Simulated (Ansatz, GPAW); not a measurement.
**SrCoS3 (model structure): optical spectrum from first principles**

Aim: the dielectric function of SrCoS3 (model structure), and the optical constants that follow from it. The structure is a model built here, which may or may not match a known phase. It was built so: All O replaced by S in the Pm-3m structure of SrCoO3. The cell is first relaxed with Ansatz.

Calculated with GPAW 26.7.0; DFT, LDA, plane-wave PAW (GPAW data sets), scalar-relativistic, RPA, optical limit.

## 1. The starting structure

The structure is cubic, space group Pm-3m (No. 221). Conventional cell: a = 4.606 Å, b = 4.606 Å, c = 4.606 Å, α = 90.00°, β = 90.00°, γ = 90.00°. Nearest to Sr lie 12 S at 3.26 Å. Co has 6 S at 2.30 Å nearest. S has 2 Co at 2.30 Å and 4 Sr at 3.26 Å nearest. All O replaced by S in the Pm-3m structure of SrCoO3. Farther neighbours and most contacts between anions are not listed.

## 2. Relaxation

Spectra hang on bond lengths, so the cell is first brought to its minimum.

This step: DFT, LDA, plane-wave PAW, default files, scalar-relativistic, relaxation (Ansatz 0.2.0).

Input file input.yaml:

```yaml
crystal:
  lattice:
    - [4.60574618, 0.0, 0.0]
    - [0.0, 4.60574618, 0.0]
    - [0.0, 0.0, 4.60574618]
  atoms:
    - { symbol: Sr, position: [0.0, 0.0, 0.0] }
    - { symbol: Co, position: [0.5, 0.5, 0.5], spin: 2.0 }
    - { symbol: S, position: [0.5, 0.0, 0.5] }
    - { symbol: S, position: [0.0, 0.5, 0.5] }
    - { symbol: S, position: [0.5, 0.5, 0.0] }
magnetization:
  spin_polarized: true
kpoints:
  mp_grid: { grid: [5, 5, 5] }
scf:
  occupations: { method: fermi_dirac, width: 0.05 }
hamiltonian:
  xc: lda
output:
  forces: true
  stress: true
relax:
  f_tol: 0.02
  max_steps: 50
  cell: {}
```

On the command line:

```console
$ ansatz run input.yaml --threads 1 --pin off --max-ram 4096MiB --backend cpu --events-out ev --progress --plain --runs-dir out
```

Numbers of over 12 decimals in the logs are rounded to 6 here.

The log of the run:

```text
Engine: ansatz 0.2.0, aarch64-unknown-linux-gnu
Pseudopotentials: kind: paw
Pseudopotential: Sr, paw, valence charge 10, recommended cutoff 420 eV (normal), Sr.paw.azcp
Pseudopotential: Co, paw, valence charge 17, recommended cutoff 420 eV (normal), Co.paw.azcp
Pseudopotential: S, paw, valence charge 6, recommended cutoff 420 eV (normal), S.paw.azcp
Functional definition: SPW92
  exchange = slater_x
  correlation = pw_c
Crystal: 5 atoms, lattice volume = 97.701 Å³
Basis set: ecut = 420 eV, 1935 PW (Γ)
Bands: 29, of which v1, the nominal top of the filled ones, is band 23 counted from 1 (22 counted from 0)
Symmetry: 48 space group operations
Space group: Pm-3m (ITA 221), of the structure as read, at distance tolerance 4.6e-5 Å
Magnetic group: BNS 221.92 (UNI 1594), of the structure as read, at distance tolerance 4.6e-5 Å
k-points: 10 of 125
Non-local potential: Sr, projectors of the file, l = 0: 3, l = 1: 2, l = 2: 2
Non-local potential: Co, projectors of the file, l = 0: 3, l = 1: 2, l = 2: 3, l = 3: 1
Non-local potential: S, projectors of the file, l = 0: 2, l = 1: 2, l = 2: 2
PAW form: soft (Blöchl's): semilocal exchange-correlation on the pseudo side does not see the compensation charge
PAW frozen core: Sr, regenerated for the run's functional, and the local potential with it (the file was generated under x = pbe(κ = 0.804, μ = 0.219515), c = pbe(β = 0.066725))
PAW frozen core: Co, regenerated for the run's functional, and the local potential with it (the file was generated under x = pbe(κ = 0.804, μ = 0.219515), c = pbe(β = 0.066725))
PAW frozen core: S, regenerated for the run's functional, and the local potential with it (the file was generated under x = pbe(κ = 0.804, μ = 0.219515), c = pbe(β = 0.066725))
PAW one-centre angular grid: Sr, 110 points (default); XC on 64 Gauss nodes
PAW one-centre angular grid: Co, 590 points (default); XC on 64 Gauss nodes
PAW one-centre angular grid: S, 110 points (default); XC on 64 Gauss nodes
Initial density: superposition of atomic densities (chi_scale 0.1, normalization cell, long waves kept (reshape's long-wave potential 0.00 eV rms))
Starting moments: Σ|m| = 2 μB on 1 of 5 sites
Initial wavefunctions: pseudopotential atomic-orbital guess
Functional: x = slater, c = lda
SCF iter   1: F=—  HF=-11120.160755 eV  |F-HF|=—  |Δ(HF+E_count)|=         —  Δρ=3.46e-2 (↑2.83e-2 ↓3.46e-2)  dr2=4.51e0  dr2_m=4.75e-2  M=2.094 μB ∫|m|=2.250 μB  β_m=0.30  ethr=3.10e-3  ⟨swp⟩=8.2  Hψ=3032  notcnv=0
Mixer restart at iter 1: flushing history
preconditioner: auto → Kerker (q_TF=auto, 2.398 Å⁻¹)  [metal: Δε(μ)=0.029 eV  Ē_g=9.819 eV  σ=0.050 eV  W_gap=0.14  n_scr=26 (ndim 8)  ℏωp=22.2 eV  f_vac=0.000  D(μ)=6.54/eV (n_scr^D=80)]
spin=Collinear: Kerker preconditioning applied to the charge; magnetization (m = ρ↑ − ρ↓) channel mixes plain (no charge-response kernel on spin).
SCF iter   2: F=—  HF=-11118.997360 eV  |F-HF|=—  |Δ(HF+E_count)|=    1.16e0  Δρ=1.42e-2 (↑1.42e-2 ↓1.24e-2)  dr2=1.30e0  dr2_m=1.74e-2  M=1.952 μB ∫|m|=2.116 μB  β_m=0.33  ethr=3.10e-3  ⟨swp⟩=2.8  Hψ=1092  notcnv=0  defer=10
SCF iter   3: F=—  HF=-11119.092189 eV  |F-HF|=—  |Δ(HF+E_count)|=   9.48e-2  Δρ=1.27e-2 (↑9.96e-3 ↓1.27e-2)  dr2=7.14e-1  dr2_m=4.14e-2  M=1.898 μB ∫|m|=2.062 μB  β_m=0.59  ethr=2.89e-3  ⟨swp⟩=2.7  Hψ=740  notcnv=0  defer=10
SCF iter   4: F=—  HF=-11119.341512 eV  |F-HF|=—  |Δ(HF+E_count)|=   2.49e-1  Δρ=2.49e-2 (↑5.19e-3 ↓2.49e-2)  dr2=6.92e-1  dr2_m=1.10e-1  M=1.730 μB ∫|m|=1.873 μB  β_m=0.41  ethr=1.59e-3  ⟨swp⟩=3.0  Hψ=1053  notcnv=0  defer=10
SCF iter   5: F=-11119.105763 eV  HF=-11119.681433 eV  |F-HF|=5.76e-1  |Δ(HF+E_count)|=   3.40e-1  Δρ=2.25e-2 (↑2.25e-2 ↓1.04e-2)  dr2=5.38e-1  dr2_m=3.79e-2  M=1.829 μB ∫|m|=1.915 μB  β_m=0.55  ethr=1.54e-3  ⟨swp⟩=3.0  Hψ=1314  notcnv=0  defer=10
SCF iter   6: F=-11119.555479 eV  HF=-11119.546831 eV  |F-HF|=8.65e-3  |Δ(HF+E_count)|=   1.35e-1  Δρ=6.08e-3 (↑6.08e-3 ↓4.44e-3)  dr2=2.41e-2  dr2_m=2.07e-2  M=1.690 μB ∫|m|=1.737 μB  β_m=0.69  ethr=1.19e-3  ⟨swp⟩=3.7  Hψ=1198  notcnv=0  defer=10
SCF iter   7: F=-11119.553249 eV  HF=-11119.576993 eV  |F-HF|=2.37e-2  |Δ(HF+E_count)|=         —  Δρ=7.00e-3 (↑7.00e-3 ↓2.05e-3)  dr2=4.47e-2  dr2_m=7.62e-3  M=1.813 μB ∫|m|=1.833 μB  β_m=0.69  ethr=5.35e-5  ⟨swp⟩=2.1  Hψ=1140  notcnv=0  defer=10
Mixer restart at iter 7: flushing history
SCF iter   8: F=—  HF=-11119.590509 eV  |F-HF|=—  |Δ(HF+E_count)|=   1.35e-2  Δρ=5.75e-3 (↑2.65e-3 ↓5.75e-3)  dr2=3.44e-2  dr2_m=2.47e-3  M=1.773 μB ∫|m|=1.792 μB  β_m=0.57  ethr=5.35e-5  ⟨swp⟩=2.0  Hψ=1158  notcnv=0  defer=10
SCF iter   9: F=—  HF=-11119.581091 eV  |F-HF|=—  |Δ(HF+E_count)|=   9.42e-3  Δρ=1.42e-3 (↑1.42e-3 ↓8.47e-4)  dr2=3.80e-3  dr2_m=2.76e-4  M=1.821 μB ∫|m|=1.839 μB  β_m=0.58  ethr=5.35e-5  ⟨swp⟩=2.0  Hψ=1292  notcnv=0  defer=10
SCF iter  10: F=—  HF=-11119.581305 eV  |F-HF|=—  |Δ(HF+E_count)|=   2.14e-4  Δρ=5.83e-4 (↑5.83e-4 ↓4.33e-4)  dr2=7.82e-4  dr2_m=5.65e-5  M=1.825 μB ∫|m|=1.843 μB  β_m=0.70  ethr=8.45e-6  ⟨swp⟩=1.8  Hψ=654  notcnv=0  defer=10
SCF iter  11: F=—  HF=-11119.581258 eV  |F-HF|=—  |Δ(HF+E_count)|=   4.70e-5  Δρ=3.19e-4 (↑4.77e-5 ↓3.19e-4)  dr2=6.40e-5  dr2_m=2.12e-5  M=1.819 μB ∫|m|=1.837 μB  β_m=0.85  ethr=1.74e-6  ⟨swp⟩=2.0  Hψ=784  notcnv=0  defer=10
SCF iter  12: F=—  HF=-11119.581266 eV  |F-HF|=—  |Δ(HF+E_count)|=   7.48e-6  Δρ=1.13e-4 (↑3.29e-5 ↓1.13e-4)  dr2=9.41e-6  dr2_m=2.70e-6  M=1.819 μB ∫|m|=1.837 μB  β_m=0.84  ethr=1.42e-7  ⟨swp⟩=1.9  Hψ=679  notcnv=0  defer=10
SCF iter  13: F=—  HF=-11119.581269 eV  |F-HF|=—  |Δ(HF+E_count)|=   2.81e-6  Δρ=4.49e-5 (↑7.78e-6 ↓4.49e-5)  dr2=2.06e-6  dr2_m=4.53e-7  M=1.819 μB ∫|m|=1.837 μB  β_m=0.92  ethr=2.09e-8  ⟨swp⟩=2.0  Hψ=730  notcnv=0  defer=10
SCF iter  14: F=—  HF=-11119.581269 eV  |F-HF|=—  |Δ(HF+E_count)|=   2.93e-7  Δρ=5.70e-6 (↑2.50e-6 ↓5.70e-6)  dr2=7.81e-8  dr2_m=2.91e-9  M=1.819 μB ∫|m|=1.837 μB  β_m=0.96  ethr=4.59e-9  ⟨swp⟩=2.0  Hψ=811  notcnv=0  defer=10
SCF iter  15: F=—  HF=-11119.581269 eV  |F-HF|=—  |Δ(HF+E_count)|=   1.42e-8  Δρ=5.85e-6 (↑1.03e-6 ↓5.85e-6)  dr2=3.30e-8  dr2_m=6.78e-9  M=1.819 μB ∫|m|=1.837 μB  β_m=0.98  ethr=1.74e-10  ⟨swp⟩=2.0  Hψ=1013  notcnv=0  defer=10
SCF iter  16: F=—  HF=-11119.581269 eV  |F-HF|=—  |Δ(HF+E_count)|=   5.50e-9  Δρ=2.38e-6 (↑4.58e-7 ↓2.38e-6)  dr2=5.30e-9  dr2_m=1.20e-9  M=1.819 μB ∫|m|=1.837 μB  β_m=0.99  ethr=7.33e-11  ⟨swp⟩=2.0  Hψ=736  notcnv=0  defer=10
[...]
SCF iter   9: F=—  HF=-11119.759375 eV  |F-HF|=—  |Δ(HF+E_count)|=   2.97e-6  Δρ=1.31e-5 (↑3.65e-6 ↓1.31e-5)  dr2=1.45e-7  dr2_m=2.82e-8  M=1.623 μB ∫|m|=1.632 μB  β_m=0.93  ethr=1.38e-9  ⟨swp⟩=3.4  Hψ=1252  notcnv=0
SCF iter  10: F=—  HF=-11119.759374 eV  |F-HF|=—  |Δ(HF+E_count)|=   5.23e-8  Δρ=6.60e-6 (↑4.46e-6 ↓6.60e-6)  dr2=1.53e-8  dr2_m=2.35e-8  M=1.623 μB ∫|m|=1.632 μB  β_m=0.95  ethr=3.21e-10  ⟨swp⟩=2.3  Hψ=1056  notcnv=0
SCF iter  11: F=-11119.759375 eV  HF=-11119.759375 eV  |F-HF|=5.28e-8  |Δ(HF+E_count)|=   1.01e-7  Δρ=8.27e-6 (↑1.56e-6 ↓8.27e-6)  dr2=6.45e-8  dr2_m=1.37e-8  M=1.623 μB ∫|m|=1.632 μB  ethr=3.40e-11  ⟨swp⟩=1.4  Hψ=1792  notcnv=0
SCF 3 converged in 11 iterations: F = -11119.759375 eV  dr2 = 6.45e-8
relax step   3: F+E_penalty+E_count = -11119.75937454 eV  Δ(F+E_penalty+E_count) = -1.352e-2 eV  max|allowed force component| = 4.713e-29 eV/Å  Δτ_max = 0.0000 Å  P = +0.363 GPa  Ω = 89.302 Å³  energy of the carried Pulay correction = +1.910e-3 eV  (11 SCF iters, dr2 threshold 5.00e-7 eV, accepted)
[...]
relax step   4: F+E_penalty+E_count = -11119.75968516 eV  Δ(F+E_penalty+E_count) = -3.106e-4 eV  max|allowed force component| = 2.682e-29 eV/Å  Δτ_max = 0.0000 Å  P = -0.014 GPa  Ω = 89.668 Å³  energy of the carried Pulay correction = +1.823e-3 eV  (9 SCF iters, dr2 threshold 3.30e-7 eV, accepted)
Initial wavefunctions: pseudopotential atomic-orbital guess (no wavefunctions were taken with the density)
iter 1 solved again at ethr=1.49e-6 eV; its pass at ethr=3.10e-3 eV (dr2=6.70e-4 eV) is discarded
SCF iter   1: F=—  HF=-11119.758475 eV  |F-HF|=—  |Δ(HF+E_count)|=         —  Δρ=2.20e-4 (↑9.38e-5 ↓2.20e-4)  dr2=3.52e-5  dr2_m=4.62e-6  M=1.629 μB ∫|m|=1.638 μB  β_m=0.65  ethr=1.49e-6  ⟨swp⟩=3.0  Hψ=4567  notcnv=0
preconditioner: auto → Kerker (q_TF=auto, 2.075 Å⁻¹)  [metal: Δε(μ)=0.028 eV  Ē_g=10.238 eV  σ=0.050 eV  W_gap=0.14  n_scr=18 (ndim 8)  ℏωp=23.2 eV  f_vac=0.000  D(μ)=7.60/eV (n_scr^D=80)]
spin=Collinear: Kerker preconditioning applied to the charge; magnetization (m = ρ↑ − ρ↓) channel mixes plain (no charge-response kernel on spin).
SCF iter   2: F=—  HF=-11119.758469 eV  |F-HF|=—  |Δ(HF+E_count)|=   6.46e-6  Δρ=4.62e-5 (↑4.62e-5 ↓4.25e-5)  dr2=7.67e-7  dr2_m=1.27e-6  M=1.629 μB ∫|m|=1.638 μB  β_m=0.57  ethr=7.81e-8  ⟨swp⟩=2.0  Hψ=1024  notcnv=0
SCF iter   3: F=—  HF=-11119.758470 eV  |F-HF|=—  |Δ(HF+E_count)|=   1.46e-6  Δρ=3.14e-5 (↑3.14e-5 ↓1.89e-5)  dr2=1.10e-6  dr2_m=4.06e-8  M=1.629 μB ∫|m|=1.639 μB  β_m=0.51  ethr=1.70e-9  ⟨swp⟩=2.0  Hψ=1052  notcnv=0
SCF iter   4: F=—  HF=-11119.758470 eV  |F-HF|=—  |Δ(HF+E_count)|=   6.23e-7  Δρ=2.32e-5 (↑6.22e-6 ↓2.32e-5)  dr2=4.41e-7  dr2_m=9.54e-8  M=1.630 μB ∫|m|=1.639 μB  β_m=0.75  ethr=1.70e-9  ⟨swp⟩=2.0  Hψ=1035  notcnv=0
SCF iter   5: F=—  HF=-11119.758471 eV  |F-HF|=—  |Δ(HF+E_count)|=   1.48e-6  Δρ=3.37e-5 (↑6.04e-6 ↓3.37e-5)  dr2=9.01e-7  dr2_m=2.51e-7  M=1.630 μB ∫|m|=1.640 μB  β_m=0.88  ethr=9.81e-10  ⟨swp⟩=2.0  Hψ=761  notcnv=0
SCF iter   6: F=—  HF=-11119.758473 eV  |F-HF|=—  |Δ(HF+E_count)|=   2.11e-6  Δρ=3.36e-6 (↑3.36e-6 ↓1.83e-6)  dr2=9.38e-9  dr2_m=2.47e-9  M=1.631 μB ∫|m|=1.640 μB  β_m=0.83  ethr=9.81e-10  ⟨swp⟩=2.9  Hψ=1131  notcnv=0
SCF iter   7: F=—  HF=-11119.758473 eV  |F-HF|=—  |Δ(HF+E_count)|=   3.10e-8  Δρ=6.98e-6 (↑1.12e-6 ↓6.98e-6)  dr2=4.85e-8  dr2_m=8.65e-9  M=1.631 μB ∫|m|=1.641 μB  β_m=0.83  ethr=2.08e-11  ⟨swp⟩=2.0  Hψ=1050  notcnv=0
SCF iter   8: F=—  HF=-11119.758473 eV  |F-HF|=—  |Δ(HF+E_count)|=   7.28e-8  Δρ=2.32e-6 (↑5.08e-7 ↓2.32e-6)  dr2=6.01e-9  dr2_m=8.07e-10  M=1.631 μB ∫|m|=1.641 μB  β_m=0.92  ethr=2.08e-11  ⟨swp⟩=3.0  Hψ=1183  notcnv=0
SCF iter   9: F=—  HF=-11119.758473 eV  |F-HF|=—  |Δ(HF+E_count)|=   7.73e-9  Δρ=7.07e-7 (↑1.56e-7 ↓7.07e-7)  dr2=5.07e-10  dr2_m=8.18e-11  M=1.631 μB ∫|m|=1.641 μB  β_m=0.95  ethr=1.34e-11  ⟨swp⟩=2.0  Hψ=906  notcnv=0
SCF iter  10: F=—  HF=-11119.758473 eV  |F-HF|=—  |Δ(HF+E_count)|=  6.11e-10  Δρ=5.70e-8 (↑2.87e-8 ↓5.70e-8)  dr2=4.09e-12  dr2_m=1.97e-13  M=1.631 μB ∫|m|=1.641 μB  β_m=0.97  ethr=1.13e-12  ⟨swp⟩=2.1  Hψ=1065  notcnv=0
SCF iter  11: F=-11119.758473 eV  HF=-11119.758473 eV  |F-HF|=1.82e-11  |Δ(HF+E_count)|=  1.82e-12  Δρ=1.27e-7 (↑2.47e-8 ↓1.27e-7)  dr2=1.76e-11  dr2_m=2.64e-12  M=1.631 μB ∫|m|=1.641 μB  ethr=1.00e-12  ⟨swp⟩=2.8  Hψ=1797  notcnv=0
SCF 5 converged in 11 iterations: F = -11119.758473 eV  dr2 = 1.76e-11
relax step   5: F+E_penalty+E_count = -11119.75847337 eV  Δ(F+E_penalty+E_count) = +1.212e-3 eV  max|allowed force component| = 5.522e-29 eV/Å  Δτ_max = 0.0000 Å  P = -0.032 GPa  Ω = 89.668 Å³  stress off target by 3.21e-2 GPa  SCF on the basis re-selected at this cell (its energy is not comparable with the rows above)  (11 SCF iters)
basis re-selected at this cell: Δ(F+E_penalty+E_count) = +1.212e-3 eV, ΔP = -0.018 GPa vs the last step (what re-selecting the basis moved, of the pressure what is left beyond the Pulay correction that the steps carried, after the strain that the cell walked since its last selection, with what the two solves' SCF thresholds leave and, on support functions, any second-order correction that the steps lacked; it is no measure of the basis error at this ecutwfc). The dense FFT grid was sized anew with the basis: this SCF ran on 30×30×30 points, the steps before it on 32×32×32, so part of this shift can come from that change (see relax.cell in the input reference). [rest of the remark cut]
SCF converged after 11 iterations
Magnetization: 1.6311 μB (23.3156 up, 21.6844 down)
Absolute magnetization: 1.6397 μB (∫|ρ↑−ρ↓|, with the PAW one-centre terms)
Spin contamination: 0.0131 ħ² per cell (⟨S²⟩ above its minimum at these occupations)
Per-site moments (μB) at R_I (Å): [(0.018481, 1.305533), (0.883334, 0.923151), (0.144577, 0.923151), (0.144577, 0.923151), (0.144577, 0.923151)]
Free energy (F): -11119.758473 eV
Harris-Foulkes:  -11119.758473 eV  (|F-HF|=1.82e-11)
Internal energy: -11119.698733 eV  (E = F + TS)
E sigma→0 (E₀):  -11119.728603 eV
Entropy (-TS):   -0.059740 eV (-11.948 meV/atom)
Fermi energy:    9.511838 eV
--- Per-component energies (eV) ---
  E_band       = -412.436349
  E_kinetic    = 1024.803443
  E_local      = -5359.306936  (includes V_loc(G=0)·N_el)
  E_nonlocal   = 758.524294
  E_hartree    = 2173.788671
  E_xc         = -619.923044
  E_vxc        = -632.175706  (∫ρ·V_xc dr)
  E_paw        = -5757.673632  (= ΣΔE_a)
  E_vpaw       = -551.858469  (= ΣTr[D̂ρ^β])
  E_aug_tail   = 0.000045  (compensation charges beyond the density's cutoff)
  E_ewald      = -3341.083551
  E_core_change = 1.171979  (= ΣΔE_core)
  E_smearing   = -0.059740  (= −TS)
  E_closure    = 0.000000  (closes the sum)
  Σ components = -11119.758473   (vs F -11119.758473, Δ=0.00e0)
--- Forces (eV/Å), atoms counted from 1 ---
  atom   1  Sr     0.00000000     0.00000000    -0.00000000
  atom   2  Co    -0.00000000    -0.00000000    -0.00000000
  atom   3  S      0.00000000     0.00000000     0.00000000
  atom   4  S     -0.00000000     0.00000000     0.00000000
  atom   5  S      0.00000000     0.00000000     0.00000000
  max |Σ_I F_I| component: 6.05e-29 eV/Å
--- Stress (GPa, compression-positive) ---
       -0.032136       0.000000       0.000000
        0.000000      -0.032136      -0.000000
        0.000000      -0.000000      -0.032136
  P = ⅓ Tr σ = -0.0321 GPa (-0.321 kbar)
--- Relaxed structure (4 steps of the walk, 4 accepted, 1 SCFs on fresh bases) ---
  F+E_penalty+E_count = -11119.75847337 eV   max|allowed force component| = 5.522e-29 eV/Å   (the final SCF, on the basis selected at the relaxed cell)
  cell:  # Å, volume = 89.6679 Å³
    - [4.475885, 0, 0]
    - [0, 4.475885, 0.0]
    - [0, 0.0, 4.475885]
  atoms:
    - { symbol: Sr, position: [0, 0, 0] }
    - { symbol: Co, position: [0.5, 0.500000, 0.500000] }
    - { symbol: S, position: [0.5, 0, 0.500000] }
    - { symbol: S, position: [0, 0.500000, 0.500000] }
    - { symbol: S, position: [0.5, 0.500000, 0] }
```

Run time: 19 s. Hardware: 1 thread of Arm Neoverse V2, shared host; peak memory 0.37 GiB.

The steps of the relaxation:

| step | energy less that of the first step (eV) | largest force component (eV/Å) | pressure (GPa) | volume (Å³) |
| --- | --- | --- | --- | --- |
| 1 | 0.0000 | 0.0000 | -6.49 | 97.70 |
| 2 | -0.1646 | 0.0000 | -2.01 | 91.74 |
| 3 | -0.1781 | 0.0000 | 0.36 | 89.30 |
| 4 | -0.1784 | 0.0000 | -0.01 | 89.67 |
| 5* | -0.1772 | 0.0000 | -0.03 | 89.67 |

Relaxation steps marked * repeat the geometry before them on a plane-wave basis chosen anew for their cell, so energy and pressure can jump there.

The run keeps the 48 symmetry operations that it works with, so distortions that break them were not tested.

| conventional cell, symmetrised | before | after | change |
| --- | --- | --- | --- |
| a (Å) | 4.606 | 4.476 | -2.8 % |
| b (Å) | 4.606 | 4.476 | -2.8 % |
| c (Å) | 4.606 | 4.476 | -2.8 % |
| volume (Å³/atom) | 19.54 | 17.93 | -8.2 % |

The relaxed structure:

```cif
data_structure
_symmetry_space_group_name_H-M 'P 1'
_symmetry_Int_Tables_number 1
_cell_length_a 4.4759
_cell_length_b 4.4759
_cell_length_c 4.4759
_cell_angle_alpha 90.000
_cell_angle_beta 90.000
_cell_angle_gamma 90.000
_cell_volume 89.67
loop_
_atom_site_label
_atom_site_type_symbol
_atom_site_fract_x
_atom_site_fract_y
_atom_site_fract_z
_atom_site_occupancy
Sr1 Sr 0.00000 0.00000 0.00000 1
Co2 Co 0.50000 0.50000 0.50000 1
S3 S 0.50000 0.00000 0.50000 1
S4 S 0.00000 0.50000 0.50000 1
S5 S 0.50000 0.50000 0.00000 1
```

The relaxation ends with a pressure of -0.03 GPa.

(Part 1 of 3 ends here.)

[Machine, clock and banner lines and Python warnings are left out of the logs.]

[Logs are printed without paths, hosts, clocks, repeated set-up lines and the standing remarks that a program may print on its own settings, such as how far it seeks lower states.]

[Hosts, paths, dates, database ids (printed as entryN), source tags and the programs' standing remarks are cut or masked in the printed files.]
